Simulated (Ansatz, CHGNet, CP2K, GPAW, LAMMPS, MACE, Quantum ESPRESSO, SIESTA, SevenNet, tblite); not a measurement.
## Amorphous 73P2O5-20PbO-7Al2O3 (mol %) (88 atoms) in other programs, against a plane-wave reference

Aim: run amorphous 73P2O5-20PbO-7Al2O3 (mol %) (88 atoms) in several programs and set results and cost side by side. A plane-wave run serves as the reference.

Method: Kohn-Sham DFT, PBE, SSSP efficiency 1.3.0 pseudopotentials, plane waves, in Quantum ESPRESSO 7.5.

## Step 1: Starting point

The cell holds 88 atoms: 22 P, 3 Pb, 2 Al and 61 O. Cell: a = 10.812 Å, b = 10.812 Å, c = 10.812 Å, α = 90.0°, β = 90.0°, γ = 90.0°. 88 atoms (22 P, 3 Sr, 2 Al, 61 O) placed at random at 2.63 g/cm³, melted at 5000 K for 10 ps at fixed volume with the Morse and Coulomb pair potential with partial charges (Pedone, Malavasi, Menziani, Cormack and Segre, J. Phys. Chem. B 110, 11780 (2006)). Quenched from 5000 K to 300 K at 10 K/ps and fixed volume, held 10 ps at zero pressure, then minimised at fixed cell. Then Sr was replaced by Pb and the cell scaled by 1.008 (the potential has no terms for the new elements, so the cell is a start for a DFT relaxation).

## Step 2: Plane-wave reference

Contents of pw.in:

```
&control
  calculation = 'scf'
  pseudo_dir = './pseudo'
  outdir = './tmp'
  disk_io = 'none'
  tprnfor = .true.
  tstress = .true.
/
&system
  ibrav = 0
  nat = 88
  ntyp = 4
  ecutwfc = 60
  ecutrho = 480
  nosym = .true.
  occupations = 'smearing'
  smearing = 'fd'
  degauss = 0.003675
/
&electrons
  conv_thr = 4.4e-07
  electron_maxstep = 100
  mixing_beta = 0.4
  mixing_mode = 'plain'
  diagonalization = 'david'
/
ATOMIC_SPECIES
P 30.974 P.upf
Pb 207.200 Pb.upf
Al 26.982 Al.upf
O 15.999 O.upf
CELL_PARAMETERS angstrom
10.81220 0.00000 0.00000
0.00000 10.81220 0.00000
0.00000 0.00000 10.81220
ATOMIC_POSITIONS crystal
P 0.81820 0.19644 0.35154
P 0.53365 0.46198 0.53008
P 0.91850 0.79954 0.07073
P 0.92143 0.39195 0.00296
P 0.23308 0.93496 0.42722
P 0.53112 0.12260 0.70110
P 0.18543 0.46560 0.68391
P 0.17855 0.12315 0.04715
P 0.91259 0.60374 0.45290
P 0.80673 0.19928 0.64055
P 0.00613 0.00401 0.25635
P 0.37819 0.30780 0.34182
[... 72 atom lines left out ...]
O 0.29336 0.04512 0.03053
O 0.43812 0.38579 0.93163
O 0.34940 0.91513 0.35558
O 0.41682 0.61794 0.89420
K_POINTS gamma
```

Launch:

```bash
$ OMP_NUM_THREADS=1 mpirun -np 4 pw.x -in pw.in > output.txt
```

Log:

```text
Program PWSCF
     gamma-point specific algorithms are used
     one sub-group per band group will be used
     scalapack distributed-memory algorithm (size of sub-group:  2*  2 procs)
     Parallelization info
     sticks:   dense  smooth     PW     G-vecs:    dense   smooth      PW
     Min        3987    1996    500               378785   133932   16759
     Max        3990    1998    501               378790   133938   16764
     Sum       15957    7989   2001              1515155   535745   67043
     bravais-lattice index     =            0
     lattice parameter (alat)  =      20.4321  a.u.
     unit-cell volume          =    8529.7993 (a.u.)^3
     number of atoms/cell      =           88
     number of atomic types    =            4
[... lines left out ...]
     scf convergence threshold =      4.4E-07
[... lines left out ...]
     number of k points=     1  Fermi-Dirac smearing, width (Ry)=  0.0037
[... lines left out ...]
     total energy              =   -5538.36095259 Ry
[... lines left out ...]
     total energy              =   -5544.00722636 Ry
[... lines left out ...]
     total energy              =   -5544.17896843 Ry
[... lines left out ...]
     c_bands:  1 eigenvalues not converged
[... lines left out ...]
     total energy              =   -5544.21839973 Ry
[... lines left out ...]
     total energy              =   -5544.21840413 Ry
[... lines left out ...]
   -20.9997 -20.7471 -20.4418 -20.1829 -20.0110 -19.7554 -19.5111 -19.4595
   -19.3074 -18.9893 -18.8304 -18.7798 -18.6753 -18.6183 -18.5504 -18.4386
   -18.3401 -18.2756 -18.1515 -18.0410 -17.9052 -17.7078 -17.4408 -17.2947
[...]
10.2577  10.4154  10.4838  10.5795  10.6673  10.7176  10.7509  10.8480
    10.8804  10.9902  11.0157  11.0538  11.1211  11.1761  11.2374  11.2767
    11.3805  11.4312
     the Fermi energy is     5.1688 ev
!    total energy              =   -5544.21840418 Ry
     estimated scf accuracy    <       0.00000015 Ry
     smearing contrib. (-TS)   =      -0.00002253 Ry
     internal energy E=F+TS    =   -5544.21838166 Ry
     The total energy is F=E-TS. E is the sum of the following terms:
     one-electron contribution =   -1592.87345867 Ry
     hartree contribution      =    1071.87522621 Ry
     xc contribution           =    -696.95374343 Ry
     ewald contribution        =   -1491.98442936 Ry
     one-center paw contrib.   =   -2834.28197641 Ry
     convergence has been achieved in  12 iterations
     Forces acting on atoms (cartesian axes, Ry/au):
     atom    1 type  1   force =    -0.09847719   -0.02964779   -0.05317459
     atom    2 type  1   force =     0.08312765   -0.05140140    0.15436318
     atom    3 type  1   force =     0.05941981   -0.11178386    0.04131063
[...]
atom   87 type  4   force =    -0.00137522   -0.01056659    0.00062274
     atom   88 type  4   force =    -0.01890287   -0.00869628    0.02222106
     Total force =     0.838848     Total SCF correction =     0.000874
     Computing stress (Cartesian axis) and pressure
          total   stress  (Ry/bohr**3)                   (kbar)     P=      -14.85
  -0.00012034   0.00003842   0.00003189          -17.70        5.65        4.69
   0.00003842  -0.00001837  -0.00000800            5.65       -2.70       -1.18
   0.00003189  -0.00000800  -0.00016406            4.69       -1.18      -24.13
     Message from routine punch:
     Nothing written, as per user request (disk_io='none')
```

Elapsed: 3.6 min, on 4 MPI ranks of Arm Neoverse V2, shared host; peak memory 4.1 GiB; 14 min of CPU time.

Banners, paths, timers and routine set-up lines are dropped from the logs unmarked, and long logs keep their key lines alone; longer cuts are marked.

Numbers from this run:

| Item | Value |
| --- | --- |
| r.m.s. force component | 1.327 eV/Å |
| longest force | 5.957 eV/Å |
| pressure | -1.484 GPa |
| gap (highest filled to lowest empty level) | 0.8821 eV |

## Step 3: Structure statistics

g(r), total and by pair (bins of 0.2 Å):

```
r (Å)  total   O-O    O-P  O-Pb   O-Al   P-P  P-Pb
 1.40   0.42  0.00   1.21  0.00   0.00  0.00  0.00
 1.60   4.14  0.00  11.94  0.00   0.00  0.00  0.00
 1.80   0.62  0.00   0.85  0.00  10.41  0.00  0.00
 2.00   0.00  0.00   0.00  0.00   0.00  0.00  0.00
 2.20   0.00  0.00   0.00  0.00   0.00  0.00  0.00
 2.40   1.46  3.00   0.00  0.45   0.00  0.00  0.00
 2.60   1.63  3.07   0.00  3.26   0.00  0.00  0.00
 2.80   0.46  0.73   0.05  2.08   0.00  0.00  0.00
 3.00   0.58  0.72   0.25  0.62   0.00  2.00  0.00
 3.20   0.92  0.87   0.40  0.00   0.38  4.33  0.76
 3.40   0.71  0.67   0.93  0.47   0.35  0.18  0.00
 3.60   0.94  0.67   1.51  0.42   1.25  0.00  1.16
 3.80   1.10  0.79   1.73  0.39   1.73  0.15  2.14
 4.00   1.32  0.87   2.08  0.86   1.79  0.38  3.38
 4.20   1.20  0.88   1.56  1.40   2.58  1.08  0.88
 4.40   0.96  0.92   0.93  0.69   0.86  1.51  0.78
 4.60   1.10  1.17   0.80  1.17   1.38  2.15  0.36
 4.80   1.15  1.54   0.60  0.95   0.90  1.35  0.66
 5.00   1.12  1.39   0.74  1.30   0.66  1.50  1.24
 5.20   1.02  1.06   0.90  2.04   0.46  1.16  0.00
```

## Step 4: What was run beside it

The programs:
- CHGNet: machine-learned potential, published weights.
- CP2K 2026.2: Gaussian basis with GTH pseudopotentials and a plane-wave density; labels give functional, basis (MOLOPT sets; SR short-range, UZH the newer set with its own potentials), grid cutoff/relative cutoff and solver (OT: orbital transformation; TRS4, TC2, SIGN: linear-scaling purification with its sparsity filter), or its built-in tight binding.
- GPAW 26.7.0: PAW with atomic orbitals (LCAO), plane waves or a real-space grid of spacing h.
- MACE: machine-learned potential, published weights.
- SIESTA 5.4.2: numerical atomic orbitals, whose automatically made sets are far from complete, with PseudoDojo norm-conserving potentials that we converted to its format (checked against plane waves on the same files for H, C, O, Si, Ge and Ca alone); labels give functional, basis size, energy shift and mesh cutoff.
- SevenNet: machine-learned potential, published weights.
- tblite 0.8.0: extended tight binding, driven from Python.

All use the same cell and atoms; the electronic-structure runs use the same k-mesh, and an electronic temperature of 580 K (0.05 eV) where levels are smeared.

Differences are against the plane-wave reference, forces as r.m.s. over components; share is that over the reference's r.m.s. force, slope the least-squares factor from reference forces to these. Total energies of different programs have different zeros and aren't compared.

```
                                                  run  Δ force, r.m.s. (meV/Å)  share (%)  slope  Δ pressure (GPa)  Δ gap (eV)  cores  CPU time  memory (GiB)
                                            reference                        -          -      -                 -           -      4    14 min           4.1
                              CHGNet r2SCAN potential                      545       41.1  0.795             -5.10           -      1     3.1 s           1.1
CP2K PBE, DZVP-MOLOPT-SR, 300/50 Ry, OT DIIS (coarse)                      198       14.9  1.102             0.741      -0.347      2   4.7 min          0.92
         CP2K PBE, DZVP-MOLOPT-SR, 600/50 Ry, OT DIIS                      171       12.9  1.099             0.648      -0.347      4   6.5 min           2.7
 CP2K PBE, SZV-MOLOPT-SR, 600/50 Ry, OT DIIS (coarse)                     3046        229  0.824              40.8      -0.751      2   6.8 min           1.6
                         GPAW PBE, LCAO dzp, h 0.18 Å                      447       33.7  1.073                 -      -0.299      1      89 s           1.4
                GPAW PBE, LCAO dzp, h 0.25 Å (coarse)                      532       40.1  1.077                 -      -0.297      1      53 s          0.67
           GPAW PBE, LCAO szp(dzp), h 0.18 Å (coarse)                      698       52.6  1.343                 -      -0.600      1   1.7 min           1.3
                         MACE MP-0b3 medium potential                      319       24.0  0.865            -0.562           -      1     7.3 s           1.0
 SIESTA PBE, DZP, shift 0.01 Ry, mesh 100 Ry (coarse)                      253       19.1  1.089              1.84      -0.324      1      48 s          0.49
          SIESTA PBE, DZP, shift 0.01 Ry, mesh 500 Ry                      245       18.4  1.090              1.80      -0.324      2     4 min           1.9
  SIESTA PBE, SZ, shift 0.01 Ry, mesh 500 Ry (coarse)                     3071        231  0.782              38.0           -      1     2 min          0.89
 SIESTA PBE, SZP, shift 0.01 Ry, mesh 500 Ry (coarse)                      777       58.6  1.252              10.6           -      2   4.4 min           1.8
                                 SevenNet 0 potential                      226       17.0  0.972            -0.852           -      1     6.7 s          0.94
                                      tblite GFN1-xTB                      441       33.2  1.082              1.10           -      1     3.9 s          0.12
                                     tblite IPEA1-xTB                      494       37.2  0.799             -4.38           -      1     4.9 s          0.13
```

Rows marked coarse were listed beforehand as settings not expected to be converged; some can still land near the reference.

Times of the machine-learned potentials are mostly Python's start and the loading of weights.

CPU time is summed over cores on a shared host, where runs went side by side, so it is rough. Symmetry, cutoffs, thresholds, outputs and thread counts weren't matched or tuned between programs; memory under MPI is the largest rank's times the ranks.

Left out of this page: QE PBE, sssp-1.3.0-efficiency, 60/480 Ry (killed or ended with an error).

Runs without a result: CP2K GFN1-xTB, OT DIIS (not converged, the SCF not settling); CP2K PBE0 with truncated exchange and ADMM, PBE0 potentials, DZVP-UZH, 600/50 Ry, OT DIIS (cut off at its time limit of 47 min); CP2K PBE, SZV-MOLOPT-SR, 600/50 Ry, TRS4 filter 1e-05, SCF 1e-06 (not converged, the SCF not settling); CP2K PBE, SZV-MOLOPT-SR, 600/50 Ry, TRS4 filter 1e-07, SCF 1e-07 (not converged, the SCF not settling); CP2K PBE, SZV-MOLOPT-SR, 600/50 Ry, TRS4 filter 1e-06, SCF 1e-06 (not converged, the SCF not settling).

Mean charges by element (e), by run and scheme:

```
                                         run     scheme      P     Pb     Al      O
CP2K PBE, DZVP-MOLOPT-SR, 600/50 Ry, OT DIIS   Mulliken  +0.76  +1.15  +1.10  -0.37
 SIESTA PBE, DZP, shift 0.01 Ry, mesh 500 Ry  Hirshfeld  +0.45  +0.69  +0.44  -0.21
                             tblite GFN1-xTB   Mulliken  +0.56  +0.98  +0.75  -0.27
                            tblite IPEA1-xTB   Mulliken  +0.46  +0.78  +0.35  -0.22
```

Within one program, basis, potentials and functional, energies share a zero. Each run against its twin at the usual cutoff or grid and solver:

```
                                         run                                twin  Δ energy (meV/atom)  Δ force, r.m.s. (meV/Å)         CPU time over the twin's
CP2K PBE, DZVP-MOLOPT-SR, 300/50 Ry, OT DIIS  DZVP-MOLOPT-SR, 600/50 Ry, OT DIIS                -2.46                      109  0.73 (this twin ran on 4 cores)
                GPAW PBE, LCAO dzp, h 0.25 Å                  LCAO dzp, h 0.18 Å                  359                      305                             0.59
 SIESTA PBE, DZP, shift 0.01 Ry, mesh 100 Ry     DZP, shift 0.01 Ry, mesh 500 Ry                 4.88                     52.3   0.2 (this twin ran on 2 cores)
```

## Step 5: Summary of results

- reference r.m.s. force component: 1.33 eV/Å
- nearest in forces: CP2K PBE, DZVP-MOLOPT-SR, 600/50 Ry, OT DIIS, 13 %
- farthest in forces: SIESTA PBE, SZ, shift 0.01 Ry, mesh 500 Ry (coarse), 231 %
- cheapest electronic-structure run beside the reference: tblite GFN1-xTB, 3.9 s of CPU time

In words: The PBE runs in local orbitals, coarse settings apart, differ by 13 % (CP2K PBE, DZVP-MOLOPT-SR, 600/50 Ry, OT DIIS) to 34 % (GPAW PBE, LCAO dzp, h 0.18 Å); basis, grid and potentials can all enter. Tight binding differs by 33 % (tblite GFN1-xTB) to 37 % (tblite IPEA1-xTB); it is another model, with fitted parameters of its own, and the xTB methods hold dispersion. Machine-learned potentials differ by 17 % (SevenNet 0 potential) to 41 % (CHGNet r2SCAN potential); they were trained on other programs' data, some at another functional. IPEA1-xTB was fitted to ionisation energies and electron affinities, not to forces or charges. Runs with settings chosen to be coarse differ by 15 % (CP2K PBE, DZVP-MOLOPT-SR, 300/50 Ry, OT DIIS) to 231 % (SIESTA PBE, SZ, shift 0.01 Ry, mesh 500 Ry), their programs' other errors included. Of the electronic-structure runs that take under half the reference's CPU time, CP2K PBE, DZVP-MOLOPT-SR, 600/50 Ry, OT DIIS comes nearest, at 13 % in 6.5 min against 14 min. CP2K PBE, DZVP-MOLOPT-SR, 300/50 Ry, OT DIIS stiffens the forces by a factor of 1.10 while following their directions (correlation 0.995). At the same functional, gaps differ from the reference's 0.882 eV by between -0.75 and -0.30 eV. In pressure, CP2K PBE, SZV-MOLOPT-SR, 600/50 Ry, OT DIIS misses by +40.8 GPa, at the same functional. Charges hang on model, scheme and program or settings: among these rows the mean for Al runs from +0.35 to +1.10 e. In the reference: filled and empty levels are parted by 0.882 eV (on the run's k-points); a semilocal functional narrows such gaps, while the missing spin–orbit coupling widens them for these heavy elements, so the errors pull opposite ways. In a disordered cell it changes from sample to sample, and tail or defect levels can set it. Periodic xTB results under one method name differ between programs and library versions. The potentials hold different valence shells: 524 electrons in the reference, 494 in CP2K with SZV-MOLOPT-SR; this bears on time and differences. The reference's pressure holds the uncorrected Pulay stress of its 60 Ry basis, so small pressure differences, and their order, may be the reference's own error. Machine-learned potentials mimic data converged in k, so the reference's own k-point error enters their differences. The quench rate of 10 K/ps is many orders above laboratory rates, so the cell is likely richer in defects and strain than a real sample. The network of bonds at the start is that of the classical potential that made the cell, and needn't be the one that DFT or experiment would give. The electronic-structure runs sample only Γ, in a cell whose shortest periodic width is 11 Å. Spin–orbit coupling is left out, which matters for the levels of the heavy elements.

[Also dropped from logs without a mark: logging warnings of Python, and SIESTA's first energy breakdown and zero terms.]

[Logs are printed without paths, hosts, clocks, repeated set-up lines and the standing remarks that a program may print on its own settings, such as how far it seeks lower states.]

[Hosts, paths, dates, database ids (printed as entryN), source tags and the programs' standing remarks are cut or masked in the printed files.]
